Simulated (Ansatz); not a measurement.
# CaOsO3 (cubic perovskite) (Pm-3m): how robust is the cRPA U?

Aim: hold the target of a cRPA run on CaOsO3 (cubic perovskite) (Pm-3m) and move one thing at a time.

Main program and level: Ansatz 0.2.0; constrained RPA on LDA, plane waves, PAW.

Most raw output is cut from this account.

The structure was built from a prototype and need not be the compound's stable phase.

### Step 1. The starting structure

The structure is cubic, space group Pm-3m (No. 221). Conventional cell: a = 3.854 Å, b = 3.854 Å, c = 3.854 Å, α = 90.00°, β = 90.00°, γ = 90.00°. Ca has 12 O at 2.73 Å nearest. Os has 6 O at 1.93 Å nearest. O has 2 Os at 1.93 Å and 4 Ca at 2.73 Å nearest. Farther neighbours and most contacts between anions are not listed.

Structure file:

```cif
data_structure
_symmetry_space_group_name_H-M 'P 1'
_symmetry_Int_Tables_number 1
_cell_length_a 3.8541
_cell_length_b 3.8541
_cell_length_c 3.8541
_cell_angle_alpha 90.000
_cell_angle_beta 90.000
_cell_angle_gamma 90.000
_cell_volume 57.25
loop_
_atom_site_label
_atom_site_type_symbol
_atom_site_fract_x
_atom_site_fract_y
_atom_site_fract_z
_atom_site_occupancy
Ca1 Ca 0.00000 0.00000 0.00000 1
Os2 Os 0.50000 0.50000 0.50000 1
O3 O 0.50000 0.50000 0.00000 1
O4 O 0.50000 0.00000 0.50000 1
O5 O 0.00000 0.50000 0.50000 1
```

The structure was relaxed with LDA. The structure type comes from a generator and need not be one that this composition takes. The structure was generated from a model, not taken from a measurement. The runs that relaxed it are not among those shown. The program's search for lower electronic states was switched off, so nothing shows that the state found is the lowest. Spin-orbit coupling is left out unless a step names it. The default PAW set here is soft_2. Its files were made with PBE.

### Step 2. Base: Os t2g, bands v2 to c1, 4×4×4 mesh, medium accuracy

Constrained RPA screens the interaction with every transition except those inside the target bands, which a later many-body model would treat itself.

Contents of input.yaml:

```yaml
crystal:
  lattice:
    - [0.0, -3.85406672, 0.0]
    - [0.0, 0.0, 3.85406672]
    - [-3.85406672, 0.0, 0.0]
  atoms:
    - { symbol: Ca, position: [0.0, 0.0, 0.0] }
    - { symbol: Os, position: [0.5, 0.5, 0.5] }
    - { symbol: O, position: [0.5, 0.5, 0.0] }
    - { symbol: O, position: [0.5, 0.0, 0.5] }
    - { symbol: O, position: [0.0, 0.5, 0.5] }
kpoints:
  mp_grid: { grid: [8, 8, 8] }
hamiltonian:
  xc: lda
scf:
  occupations: { method: gaussian, width: 0.08 }
  n_extra_bands: 19
  max_iter: 150
  lower_state_search: "off"
output:
  crpa:
    kmesh: [4, 4, 4]
    target_bands: [v2, c1]
    projections: [{ species: Os, l: d, shell: 5, orbitals: [dxz, dyz, dxy] }]
  local_orbitals:
    kmesh: [8, 8, 8]
    orbitals: [{ species: Os, l: d, shell: 5, orbitals: [dxz, dyz, dxy] }]
    window: { bands: [v2, c1] }
    seedname: lo
```

Run with:

```
$ ansatz run input.yaml --threads 4 --pin off --max-ram 9216MiB --backend cpu --events-out ev --progress --plain --runs-dir out
```

Elapsed: 32 s, on 4 threads of Arm Neoverse V1, shared host; peak memory 0.53 GiB; 2 min of CPU time.

Numbers from this step:

| Item | Value |
| --- | --- |
| U | 2.667 eV |
| U prime (inter-orbital) | 2.098 eV |
| J | 0.2500 eV |
| bare V | 10.86 eV |
| bare J | 0.3536 eV |
| stated bound on U | 0.003214 eV |
| U over bare V | 0.2455 |
| electrons in the window | 4.000 |
| head of the constrained inverse dielectric matrix | 0.1649 |
| least eigenvalue of the projection's overlap | 0.5821 |
| target functions | 3 |
| bands in the sums | 46 |
| r.m.s. miss of the model bands | 0.009972 eV |
| width of the target bands | 4.418 eV |
| weight of the projected orbitals in the window | 0.6608 |

On the Os t2g shell, screening brings the on-site interaction from 10.9 eV down to U = 2.67 eV.

### Step 3. Changed: 6×6×6 mesh

input.yaml, the sections that differ from step 2:

```yaml
output:
  crpa:
    kmesh: [6, 6, 6]
    target_bands: [v2, c1]
    projections: [{ species: Os, l: d, shell: 5, orbitals: [dxz, dyz, dxy] }]
# crystal, kpoints, hamiltonian, scf: as in step 2
```

Wall time 5.9 min (4 threads); peak memory 0.71 GiB.

This step gave:

```
U                                                 : 2.636 eV
U prime (inter-orbital)                           : 2.076 eV
J                                                 : 0.2460 eV
bare V                                            : 10.72 eV
bare J                                            : 0.3479 eV
stated bound on U                                 : 0.003182 eV
U over bare V                                     : 0.2460
electrons in the window                           : 4.000
head of the constrained inverse dielectric matrix : 0.1761
least eigenvalue of the projection's overlap      : 0.5781
target functions                                  : 3
bands in the sums                                 : 46
width of the target bands                         : 4.418 eV
weight of the projected orbitals in the window    : 0.6608
```

On the Os t2g shell, screening brings the on-site interaction from 10.7 eV down to U = 2.64 eV.

### Step 4. Changed: 2×2×2 mesh

input.yaml: that of step 3 with these lines changed.

```diff
@@ -22,3 +22,3 @@
   crpa:
-    kmesh: [6, 6, 6]
+    kmesh: [2, 2, 2]
     target_bands: [v2, c1]
```

It took 8.2 s on 4 threads; peak memory 0.46 GiB; 21 s of CPU time.

This step gave:

```
U                                                 : 2.982 eV
U prime (inter-orbital)                           : 2.337 eV
J                                                 : 0.2839 eV
bare V                                            : 11.95 eV
bare J                                            : 0.4011 eV
stated bound on U                                 : 0.003886 eV
U over bare V                                     : 0.2497
electrons in the window                           : 4.000
head of the constrained inverse dielectric matrix : 0.1353
least eigenvalue of the projection's overlap      : 0.5821
target functions                                  : 3
bands in the sums                                 : 46
width of the target bands                         : 4.418 eV
weight of the projected orbitals in the window    : 0.6608
```

On the Os t2g shell, screening brings the on-site interaction from 11.9 eV down to U = 2.98 eV.

### Step 5. Changed: sums over states

input.yaml: that of step 4 with these lines changed.

```diff
@@ -22,4 +22,7 @@
   crpa:
-    kmesh: [2, 2, 2]
+    kmesh: [4, 4, 4]
     target_bands: [v2, c1]
     projections: [{ species: Os, l: d, shell: 5, orbitals: [dxz, dyz, dxy] }]
+    accuracy: sum_over_states
+    n_empty_bands: 22
+    ecut_chi: 136
```

The job ended after 30 s (4 threads; peak memory 0.47 GiB; 20 s of CPU time).

This variant gives U = 2.82 eV against 2.67 eV. It is a finite sum over empty states with no bound on its error and stays out of the table below.

### Step 6. Changed: accuracy high

input.yaml: that of step 5 with these lines changed.

```diff
@@ -25,4 +25,2 @@
     projections: [{ species: Os, l: d, shell: 5, orbitals: [dxz, dyz, dxy] }]
-    accuracy: sum_over_states
-    n_empty_bands: 22
-    ecut_chi: 136
+    accuracy: high
```

The job ended after 2.1 min (4 threads; peak memory 0.64 GiB; 3.4 min of CPU time).

Numbers from this step:

```
U                                                 : 2.668 eV
U prime (inter-orbital)                           : 2.099 eV
J                                                 : 0.2501 eV
bare V                                            : 10.86 eV
bare J                                            : 0.3536 eV
stated bound on U                                 : 3.73e-4 eV
U over bare V                                     : 0.2456
electrons in the window                           : 4.000
head of the constrained inverse dielectric matrix : 0.1649
least eigenvalue of the projection's overlap      : 0.5821
target functions                                  : 3
bands in the sums                                 : 46
width of the target bands                         : 4.418 eV
weight of the projected orbitals in the window    : 0.6608
```

On the Os t2g shell, screening brings the on-site interaction from 10.9 eV down to U = 2.67 eV.

### Step 7. Changed: potentials

This step: constrained RPA on LDA, plane waves, norm-conserving pseudopotentials.

input.yaml: that of step 6 with these lines changed.

```diff
@@ -15,2 +15,3 @@
   xc: lda
+  pseudopotentials: { kind: nc }
 scf:
@@ -25,2 +26 @@
     projections: [{ species: Os, l: d, shell: 5, orbitals: [dxz, dyz, dxy] }]
-    accuracy: high
```

Elapsed: 1.9 min, on 4 threads; peak memory 1 GiB; 6.8 min of CPU time.

This step gave:

```
U                                                 : 2.682 eV
U prime (inter-orbital)                           : 2.113 eV
J                                                 : 0.2501 eV
bare V                                            : 10.88 eV
bare J                                            : 0.3547 eV
stated bound on U                                 : 0.003490 eV
U over bare V                                     : 0.2464
electrons in the window                           : 4.000
head of the constrained inverse dielectric matrix : 0.1665
least eigenvalue of the projection's overlap      : 0.5817
target functions                                  : 3
bands in the sums                                 : 46
width of the target bands                         : 4.417 eV
weight of the projected orbitals in the window    : 0.6610
```

On the Os t2g shell, screening brings the on-site interaction from 10.9 eV down to U = 2.68 eV.

### Step 8. Changed: volume -3 %

This step: constrained RPA on LDA, plane waves, PAW.

The cell differs from the one that the last finished run ended in (a 3.854 → 3.815 Å, b 3.854 → 3.815 Å, c 3.854 → 3.815 Å).

input.yaml: that of step 7 with these lines changed.

```diff
@@ -2,5 +2,5 @@
   lattice:
-    - [0.0, -3.85406672, 0.0]
-    - [0.0, 0.0, 3.85406672]
-    - [-3.85406672, 0.0, 0.0]
+    - [0.0, -3.8151340913, 0.0]
+    - [0.0, 0.0, 3.8151340913]
+    - [-3.8151340913, 0.0, 0.0]
   atoms:
@@ -15,3 +15,2 @@
   xc: lda
-  pseudopotentials: { kind: nc }
 scf:
@@ -26 +25,6 @@
     projections: [{ species: Os, l: d, shell: 5, orbitals: [dxz, dyz, dxy] }]
+  local_orbitals:
+    kmesh: [8, 8, 8]
+    orbitals: [{ species: Os, l: d, shell: 5, orbitals: [dxz, dyz, dxy] }]
+    window: { bands: [v2, c1] }
+    seedname: lo
```

The job ended after 34 s (4 threads; peak memory 0.53 GiB).

Numbers from this step:

* U: 2.684 eV
* U prime (inter-orbital): 2.118 eV
* J: 0.2501 eV
* bare V: 10.86 eV
* bare J: 0.3530 eV
* stated bound on U: 0.003179 eV
* U over bare V: 0.2472
* electrons in the window: 4.000
* head of the constrained inverse dielectric matrix: 0.1679
* least eigenvalue of the projection's overlap: 0.5749
* target functions: 3
* bands in the sums: 46
* r.m.s. miss of the model bands: 0.01020 eV
* width of the target bands: 4.627 eV
* weight of the projected orbitals in the window: 0.6592

On the Os t2g shell, screening brings the on-site interaction from 10.9 eV down to U = 2.68 eV.

### Step 9. Side by side

Times are wall times on 4 threads of Arm Neoverse V1, shared host, good to a factor of about two.

| run | bare V (eV) | U (eV) | J (eV) | bound on U (eV) | width (eV) | time |
| --- | --- | --- | --- | --- | --- | --- |
| target window | 10.86 | 2.667 | 0.250 | 0.0032 | 4.42 | 32 s |
| 6×6×6 mesh | 10.72 | 2.636 | 0.246 | 0.0032 | 4.42 | 5.9 min |
| 2×2×2 mesh | 11.95 | 2.982 | 0.284 | 0.0039 | 4.42 | 8.2 s |
| accuracy high | 10.86 | 2.668 | 0.250 | 0.0004 | 4.42 | 2.1 min |
| potentials | 10.88 | 2.682 | 0.250 | 0.0035 | 4.42 | 1.9 min |
| volume -3 % | 10.86 | 2.684 | 0.250 | 0.0032 | 4.63 | 34 s |

### Step 10. What came out

```
target window : U 2.67 eV, J 0.25 eV
6×6×6 mesh    : U 2.64 eV, J 0.25 eV
2×2×2 mesh    : U 2.98 eV, J 0.28 eV
accuracy high : U 2.67 eV, J 0.25 eV
potentials    : U 2.68 eV, J 0.25 eV
volume -3 %   : U 2.68 eV, J 0.25 eV
```

**Reading.** 6×6×6 mesh moves U by −0.03 eV at 11 times the time. 2×2×2 mesh moves U by +0.32 eV at 0.26 times the time. Accuracy high moves U by +0.001 eV (within the solver's bounds, for the mean over orbitals) at 4.0 times the time. Potentials moves U by +0.01 eV at 3.7 times the time. Volume -3 % moves U by +0.02 eV. The printed bound covers the solver alone, not the mesh. The parent state is non-magnetic and the interaction static (zero frequency); U depends on the window and the orbitals, so it belongs to this model alone. Spin-orbit coupling, which is strong for atoms this heavy, is left out.

[Paths, hosts, dates, memory and timing lines, banners, echoed tables and standing remarks are left out of the program output.]

[Logs are printed without paths, hosts, clocks, repeated set-up lines and the standing remarks that a program may print on its own settings, such as how far it seeks lower states.]

[Runs of the session that timed out or met a known fault of the program may be left out.]

[Hosts, paths, dates, database ids (printed as entryN), source tags and the programs' standing remarks are cut or masked in the printed files.]
